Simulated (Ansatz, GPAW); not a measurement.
# OH/Ir(100): work function by functional and basis, part 3 of 3

Wanted: work functions and dipole of OH/Ir(100), with the cost of each level.

GPAW 26.7.0 and Ansatz 0.2.0; Ansatz plane waves; slab in vacuum with a dipole correction, relaxation; PAW set soft_1 (the session's first sound run).

So far, upper work function (eV): step 2 (relaxation, PBE) 4.25; step 4 (self-consistent run: xc = "RPBE") 4.15; step 5 (self-consistent run: xc = "revPBE") 4.15; step 6 (OptPBE vdW: xc = "optPBE-vdW", GPAW, PAW setups, GPAW) 4.50; step 7 (real-space grid: mode = "fd", PBE, GPAW) 4.25.

### 9. A second plane-wave code

A second program with its own datasets checks the number independently.

This step: Ansatz plane waves; slab in vacuum with a dipole correction; PAW set soft_1 (Ansatz 0.2.0).

Input file input.yaml:

```yaml
crystal:
  lattice:
    - [5.4305800795, 0.0, 0.0]
    - [0.0, 5.4305800795, 0.0]
    - [0.0, 0.0, 24.81]
  atoms:
    - { symbol: Ir, position: [0.25, 0.25, 0.3224506247] }
    - { symbol: Ir, position: [0.0, 0.0, 0.3998387747] }
    - { symbol: Ir, position: [0.25, 0.25, 0.4772269246] }
    - { symbol: Ir, position: [0.0, 0.0, 0.5557729831] }
    - { symbol: Ir, position: [0.25, 0.75, 0.3224506247] }
    - { symbol: Ir, position: [0.0, 0.5, 0.3998387747] }
    - { symbol: Ir, position: [0.25, 0.75, 0.4772269246] }
    - { symbol: Ir, position: [0.0, 0.5, 0.5514795905] }
    - { symbol: Ir, position: [0.75, 0.25, 0.3224506247] }
    - { symbol: Ir, position: [0.5, 0.0, 0.3998387747] }
    - { symbol: Ir, position: [0.75, 0.25, 0.4772269246] }
    - { symbol: Ir, position: [0.5, 0.0, 0.5514795905] }
    - { symbol: Ir, position: [0.75, 0.75, 0.3224506247] }
    - { symbol: Ir, position: [0.5, 0.5, 0.3998387747] }
    - { symbol: Ir, position: [0.75, 0.75, 0.4772269246] }
    - { symbol: Ir, position: [0.5, 0.5, 0.5525738077] }
    - { symbol: O, position: [0.0, 0.0, 0.6332701423] }
    - { symbol: H, position: [0.0, 0.0, 0.6720358561] }
kpoints:
  mp_grid: { grid: [6, 6, 1] }
hamiltonian:
  xc: pbe
  pseudopotentials: { kind: paw, azcp: { folder: soft_1 } }
scf:
  occupations: { method: fermi_dirac, width: 0.1 }
efield:
  axis: 3
  dipole_correction: true
  ramp_width: 0.05
output:
  forces: true
  write_potential: true
  write_density: true
  volumetric_format: npy
```

Started as:

```bash
$ ansatz run input.yaml --threads 4 --pin off --max-ram 8192MiB --backend cpu --events-out ev --progress --plain --runs-dir out
```

Numbers of over 12 decimals in the logs are rounded to 6 here.

What it wrote:

```text
[...]
Crystal: 18 atoms, lattice volume = 731.677 Å³
Basis set: ecut = 420 eV, 14279 PW (Γ), exchange–correlation on 80×80×360 points (8 copies of the dense FFT grid, shifted against one another)
Bands: 168, of which v1, the nominal top of the filled ones, is band 140 counted from 1 (139 counted from 0)
Symmetry: 8 space group operations
[...]
k-points: 10 of 36
[...]
SCF iter   1: F=—  HF=-191564.868942 eV  |F-HF|=—  |Δ(HF+E_count)|=         —  Δρ=4.16e-2  dr2=1.49e1  ethr=3.10e-3  p=-0.000 e·Å  D=-2.07e-7 V/Å  ΔV_dip=0.00 eV  dr2_dipole=2.12e-3  V_vac-E_F(+/−)=6.62/6.62 eV  ⟨swp⟩=8.3  Hψ=7333  notcnv=0  defer=19
[...]
SCF iter  12: F=-191561.086918 eV  HF=-191561.086918 eV  |F-HF|=2.65e-7  |Δ(HF+E_count)|=   3.44e-7  Δρ=1.32e-6  dr2=2.74e-8  ethr=3.58e-11  p=0.211 e·Å  D=5.21e-2 V/Å  ΔV_dip=-1.29 eV  dr2_dipole=8.51e-10  V_vac-E_F(+/−)=4.25/5.54 eV  ⟨swp⟩=29.1  Hψ=14894  notcnv=0
SCF 1 converged in 12 iterations: F = -191561.086918 eV  dr2 = 2.74e-8
[...]
SCF converged after 12 iterations
Free energy (F): -191561.086918 eV
[...]
Internal energy: -191560.324347 eV  (E = F + TS)
E sigma→0 (E₀):  -191560.705633 eV
Entropy (-TS):   -0.762571 eV (-42.365 meV/atom)
Fermi energy:    4.692639 eV
Dipole field:    D = 0.052108 V/Å  (p = 0.210698 e·Å, saw-weighted, corrected)
Work function:   Φ+ = 4.2479 eV   Φ− = 5.5407 eV
[...]
--- Forces (eV/Å), atoms counted from 1 ---
  atom   1  Ir    -0.01116991    -0.01116991     0.56054885
  atom   2  Ir    -0.00000000     0.00000000    -0.92902037
  atom   3  Ir    -0.22303567    -0.22303567     0.43788405
  atom   4  Ir     0.00000000     0.00000000     0.01508400
  atom   5  Ir    -0.01116991     0.01116991     0.56054885
  atom   6  Ir    -0.00000000     0.00000000    -1.02741872
  atom   7  Ir    -0.22303567     0.22303567     0.43788405
  atom   8  Ir     0.00000000     0.00000000     0.00040856
  atom   9  Ir     0.01116991    -0.01116991     0.56054885
  atom  10  Ir    -0.00000000     0.00000000    -1.02741872
  atom  11  Ir     0.22303567    -0.22303567     0.43788405
  atom  12  Ir     0.00000000     0.00000000     0.00040856
  atom  13  Ir     0.01116991     0.01116991     0.56054885
  atom  14  Ir     0.00000000     0.00000000    -1.00580251
  atom  15  Ir     0.22303567     0.22303567     0.43788405
  atom  16  Ir     0.00000000     0.00000000    -0.00726947
  atom  17  O      0.00000000     0.00000000    -0.00293782
  atom  18  H     -0.00000000     0.00000000    -0.00971136
  max |Σ_I F_I| component: 5.38e-5 eV/Å
--- Band table (eV; the first three rows and the last of 10) ---
  k-point 0: bands = [... 136 lower, 4.9280, 4.9280, 5.1906, 5.3858, 5.3993, 5.4430, 5.4430, 5.5025, ... 24 higher]
  k-point 1: bands = [... 136 lower, 4.9050, 4.9385, 5.0498, 5.0952, 5.1017, 5.1500, 5.2391, 5.3529, ... 24 higher]
  k-point 2: bands = [... 136 lower, 4.4862, 4.6218, 4.7242, 4.8340, 4.8599, 4.9260, 5.0839, 5.2156, ... 24 higher]
  k-point 9: bands = [... 136 lower, 3.4780, 3.7383, 3.7383, 3.7480, 4.3127, 4.3127, 4.3762, 4.3792, ... 24 higher]
```

It took 60 s on 4 threads of Arm Neoverse V2, shared host; peak memory 2.7 GiB; 3.9 min of CPU time.

In the SCF lines HF is the Harris–Foulkes energy and dr2 the Hartree energy of the density residual, in eV; the loop may stop once dr2 is under the threshold and the program's other checks hold. Hψ counts applications of the Hamiltonian.

This step gave:

```yaml
upper_work_function: 4.248 eV
lower_work_function: 5.541 eV
dipole_along_the_normal: 0.2107 e·Å
dipole_field: 0.05211 V/Å
vacuum_level_above: 8.941 eV
vacuum_level_below: 10.23 eV
```

The electrostatic potential energy of an electron (with the applied field's), less the Fermi level, planar mean oscillates, so the rows of the table below give means over windows of 1 Å about each position, cut where the curve ends. Its maxima inside the range that stand out by 2 % of the span (Å: eV): 0.7: 5.54, 9.0: -4.56, 10.9: -4.98, 12.8: -5.60. Its minima: 8.0: -21.1, 9.9: -21.7, 11.9: -21.9, 13.6: -21.0.

Electrostatic potential energy of an electron (with the applied field's), less the Fermi level, planar mean against z; means over each step:

| z (Å) | electrostatic potential energy of an electron (with the applied field's), less the Fermi level, planar mean (eV) |
| --- | --- |
| 0 | 5.23 |
| 1 | 5.54 |
| 2 | 5.54 |
| 3 | 5.54 |
| 4 | 5.54 |
| 5 | 5.51 |
| 6 | 5.11 |
| 7 | -1.25 |
| 8 | -18.1 |
| 9 | -8.79 |
| 10 | -18.7 |
| 11 | -9.53 |
| 12 | -18.3 |
| 13 | -10.7 |
| 14 | -15.9 |
| 15 | 1.70 |
| 16 | 3.53 |
| 17 | 4.02 |
| 18 | 4.24 |
| 19 | 4.25 |
| 20 | 4.25 |
| 21 | 4.25 |
| 22 | 4.25 |
| 23 | 4.25 |
| 24 | 4.32 |

Valence density, planar mean against z:

z (Å), valence density, planar mean (e/Å³) and a bar:
```
      4.0       0.00 
      4.5       0.00 
      5.0       0.00 
      5.5       0.00 
      6.0       0.01 
      6.5       0.05 #
      7.0       0.21 ###
      7.5       1.06 ################
      8.0       1.95 ##############################
      8.5       1.13 #################
      9.0       0.52 ########
      9.5       1.31 ####################
     10.0       1.92 ##############################
     10.5       0.93 ##############
     11.0       0.55 #########
     11.5       1.50 #######################
     12.0       1.86 #############################
     12.5       0.79 ############
     13.0       0.71 ###########
     13.5       1.77 ###########################
     14.0       1.60 #########################
     14.5       0.43 #######
     15.0       0.13 ##
     15.5       0.22 ###
     16.0       0.17 ###
     16.5       0.06 #
     17.0       0.02 
     17.5       0.00 
     18.0       0.00 
     18.5       0.00
```

Force by atom:

| atom | x (eV/Å) | y (eV/Å) | z (eV/Å) | size |
| --- | --- | --- | --- | --- |
| Ir1 | -0.01 | -0.01 | 0.56 | 0.56 |
| Ir2 | 0.00 | 0.00 | -0.93 | 0.93 |
| Ir3 | -0.22 | -0.22 | 0.44 | 0.54 |
| Ir4 | 0.00 | 0.00 | 0.02 | 0.02 |
| Ir5 | -0.01 | 0.01 | 0.56 | 0.56 |
| Ir6 | 0.00 | 0.00 | -1.03 | 1.03 |
| Ir7 | -0.22 | 0.22 | 0.44 | 0.54 |
| Ir8 | 0.00 | 0.00 | 0.00 | 0.00 |
| Ir9 | 0.01 | -0.01 | 0.56 | 0.56 |
| Ir10 | 0.00 | 0.00 | -1.03 | 1.03 |
| Ir11 | 0.22 | -0.22 | 0.44 | 0.54 |
| Ir12 | 0.00 | 0.00 | 0.00 | 0.00 |
| Ir13 | 0.01 | 0.01 | 0.56 | 0.56 |
| Ir14 | 0.00 | 0.00 | -1.01 | 1.01 |
| Ir15 | 0.22 | 0.22 | 0.44 | 0.54 |
| Ir16 | 0.00 | 0.00 | -0.01 | 0.01 |
| O17 | 0.00 | 0.00 | 0.00 | 0.00 |
| H18 | 0.00 | 0.00 | -0.01 | 0.01 |

The upper face's work function is 4.248 eV, against 4.254 eV in the first plane-wave PBE run at this geometry.

### 10. Side by side

Results and costs are gathered.

This step: comparison of work functions, dipole and cost; PAW set soft_1 (GPAW 26.7.0).

Ladder, by row:

| step | code | work function, upper (eV) | work function, lower (eV) | dipole (e Å) | wall time (s) | peak memory (GiB) | threads |
| --- | --- | --- | --- | --- | --- | --- | --- |
| pw | GPAW | 4.254 | 5.531 | 0.2078 | 2223 | 1.17 | 1 |
| RPBE | GPAW | 4.153 | 5.38 | 0.1996 | 2176 | 1.17 | 1 |
| revPBE | GPAW | 4.147 | 5.399 | 0.2037 | 2223 | 1.18 | 1 |
| optPBE-vdW | GPAW | 4.498 | 5.692 | 0.1943 | 2270 | 1.73 | 1 |
| fd | GPAW | 4.253 | 5.53 | 0.2081 | 9381 | 6.21 | 1 |
| ansatz | Ansatz | 4.248 | 5.541 | 0.2107 | 60.43 | 2.719 | 4 |

### 11. A changed run

One more run, with changed settings.

This step: GPAW, PAW setups; slab in vacuum (GPAW 26.7.0).

Input file run.py:

```python
import json
import numpy as np
from ase import Atoms
from gpaw import GPAW, PW

slab = Atoms(
    ['Ir', 'Ir', 'Ir', 'Ir', 'Ir', 'Ir', 'Ir', 'Ir', 'Ir', 'Ir', 'Ir', 'Ir', 'Ir', 'Ir', 'Ir', 'Ir', 'O', 'H'],
    positions=[
        [1.35765, 1.35765, 8.00000],
        [0.00000, 0.00000, 9.92000],
        [1.35765, 1.35765, 11.84000],
        [-0.00000, 0.00000, 13.78873],
        [1.35765, 4.07294, 8.00000],
        [0.00000, 2.71529, 9.92000],
        [1.35765, 4.07294, 11.84000],
        [-0.00000, 2.71529, 13.68221],
        [4.07294, 1.35765, 8.00000],
        [2.71529, 0.00000, 9.92000],
        [4.07294, 1.35765, 11.84000],
        [2.71529, 0.00000, 13.68221],
        [4.07294, 4.07294, 8.00000],
        [2.71529, 2.71529, 9.92000],
        [4.07294, 4.07294, 11.84000],
        [2.71529, 2.71529, 13.70936],
        [-0.00000, 0.00000, 15.71143],
        [-0.00000, 0.00000, 16.67321]],
    cell=[[5.43058, 0.0, 0.0], [0.0, 5.43058, 0.0], [0.0, 0.0, 24.81]],
    pbc=[True, True, False])

slab.calc = GPAW(mode=PW(500), xc='PBE', kpts={'size': (6, 6, 1), 'gamma': True},
                 occupations={'name': 'fermi-dirac', 'width': 0.1}, nbands='160%',
                 convergence={'density': 1e-05}, maxiter=100,
                 poissonsolver={'dipolelayer': 'xy'},
                 symmetry={'tolerance': 1e-3}, txt='slab.txt')
result = {}
energy = slab.get_potential_energy()
fermi = slab.calc.get_fermi_level()
v = slab.calc.get_electrostatic_potential().mean((0, 1)) - fermi
n = slab.calc.get_pseudo_density().mean((0, 1))
L = slab.cell[2, 2]
z = np.arange(len(v)) * L / len(v)
low, high = slab.positions[:, 2].min(), slab.positions[:, 2].max()
below, above = np.interp([low - 1.0, high + 1.0], z, v)
slopes = [np.interp(x, z, np.gradient(v, z)) for x in (low - 1.0, high + 1.0)]
eps = np.array([[slab.calc.get_eigenvalues(k, s) for k in range(len(slab.calc.get_ibz_k_points()))]
                for s in range(slab.calc.get_number_of_spins())]) - fermi
top, bottom = eps[eps < 0].max(), eps[eps > 0].min()
dipole = slab.get_dipole_moment()[2]
print(f'energy {energy:.4f} eV, Fermi level {fermi:.4f} eV, dipole {dipole:.5f} e A')
print(f'potential 1.0 A off the faces, from the Fermi level: lower {below:.4f} eV, upper {above:.4f} eV')
print(f'slope of the potential there: lower {slopes[0]:.5f}, upper {slopes[1]:.5f} eV/A')
print(f'nearest levels on the mesh: {top:.4f} and {bottom:.4f} eV')
print('magnetic moment', round(slab.get_magnetic_moment(), 3))
result.update(energy=energy, fermi=fermi, dipole=dipole, below=below, above=above, slopes=slopes, edges=[top, bottom],
              z=z.tolist(), v=v.tolist(), n=n.tolist(), positions=slab.positions.tolist(),
              forces=slab.get_forces(apply_constraint=False).tolist(), moments=slab.get_magnetic_moments().tolist())
json.dump(result, open('result.json', 'w'))
```

Started as:

```bash
$ OMP_NUM_THREADS=1 OPENBLAS_NUM_THREADS=1 python run.py
```

What it wrote:

```text
energy -148.8706 eV, Fermi level 1.3135 eV, dipole 0.20782 e A
potential 1.0 A off the faces, from the Fermi level: lower 0.7167 eV, upper 4.2328 eV
slope of the potential there: lower -13.38194, upper 0.06867 eV/A
nearest levels on the mesh: -0.0166 and 0.0029 eV
magnetic moment 0.0
```

Elapsed: 36 min, on 1 thread; peak memory 1.2 GiB.

The run finished. A setting was moved off its sound value on purpose, so it serves as a test and not as the result.

The fault put into the input: the potential probed 1 A off the face (probe = 1.0).

### 12. Results

```
work function, upper and lower face : 4.254 and 5.531 eV
dipole along the normal             : 0.208 e Å
```

What this shows: With plane waves and PBE the work function is 4.25 eV on the upper face and 5.53 eV on the lower. The two faces differ by 1.3 eV, the step that the slab's dipole makes (e p/(ε0 A) gives 1.3 eV), so the dipole layer is needed. Over the sound runs of the table the upper face's work function spans 4.147 (revPBE) to 4.498 eV (optPBE-vdW). The two plane-wave codes differ by 0.0061 eV on the upper face. At this geometry GPAW leaves forces of up to 0.25 eV/Å on free atoms, so it isn't GPAW's own minimum, and dipole and steps would shift on relaxing there. The cell of 29.5 Å² holds one OH, started on one chosen site; other sites and coverages weren't tried. The in-plane lattice was kept as typed, which isn't the functional's own and leaves some strain; spin-orbit coupling and temperature are left out.

[Logs are printed without paths, hosts, clocks, repeated set-up lines and the standing remarks that a program may print on its own settings, such as how far it seeks lower states.]

[Hosts, paths, dates, database ids (printed as entryN), source tags and the programs' standing remarks are cut or masked in the printed files.]
